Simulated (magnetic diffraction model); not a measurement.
**ZnCo2GeTe4: what an assumed order does to the neutron pattern**

Space group I-4 (no. 82), a = 6.0750 Å, c = 12.2340 Å.

```csv
site,atom,x,y,z
8g,Te,0.2560,0.7751,0.1286
2b,Ge,1/2,1/2,0
2c,Zn,0,1/2,1/4
2d,Co,1/2,0,1/4
2a,Co,0,0,0
```

The compound is invented for this exercise: a known structure type with other elements, its cell scaled to their sizes and not relaxed.

Only Co is taken to order (form factors of Co2+); orders and moment sizes are assumed, and not adapted to the symmetry. Radiation: neutrons of λ = 4.2 Å, 8° to 100°; isotropic B of 0.12 Å² (Te), 0.17 Å² (Ge), 0.17 Å² (Zn) and 0.17 Å² (Co). The intensities are simulated: I ∝ L Σ (|F_N|² + |F_M⊥|²) for unpolarised neutrons, with F_M = 2.695 fm/μB × Σ f(s) S exp(2πi Q·r) exp(−B s²) at Q = H ± k (one set where k and −k are equivalent), only the part normal to Q counting and L = 1/(sin²θ cos θ). For collinear order S is the moment m, which repeats by lattice and centring translations R with the sign exp(−2πi k·R). Form factors are spin-only for 3d ions and dipole or tabulated for f ions, scattering lengths are Sears's of 1992, and absorption is left out. A label names one of the reflections at its angle. The strongest nuclear line in the range is 100, and lines under 0.2 are left out.

Assume the order k = (1 0 0), collinear moments along [010], 0.73 μB on Co; signs + at (1/2, 0, 1/4), − at (0, 0, 0).

Predict the pattern, nuclear and magnetic parts apart.

```csv
2θ (°),index,nuclear,magnetic
19.77,(0 0 1),0.0,2.1
40.45,(1 0 0),0.0,1.0
45.41,(1 0 1),5.9,0.0
58.31,(0 1 2),0.0,0.5
58.53,(1 1 0),0.4,0.0
61.99,(0 0 3),0.0,0.2
62.41,(1 1 1),0.0,0.5
73.36,(1 1 2),100.0,0.0
76.67,(1 0 3),7.2,0.0
86.72,(0 0 4),0.4,0.0
87.47,(2 0 0),0.7,0.0
90.48,(1 1 3),0.0,0.3
90.85,(2 0 1),0.0,0.2
```

The strongest magnetic line in the range is (0 0 1) at 19.77° (2.1). On top of the Lorentz factor, which all lines share, magnetic lines fade with angle because f falls: for Co2+ it is 0.91, 0.71, 0.49 and 0.18 at sin θ/λ = 0.1, 0.2, 0.3 and 0.5 Å⁻¹, while nuclear lengths stay constant. The order has no net moment.

[Logs are printed without paths, hosts, clocks, repeated set-up lines and the standing remarks that a program may print on its own settings, such as how far it seeks lower states.]
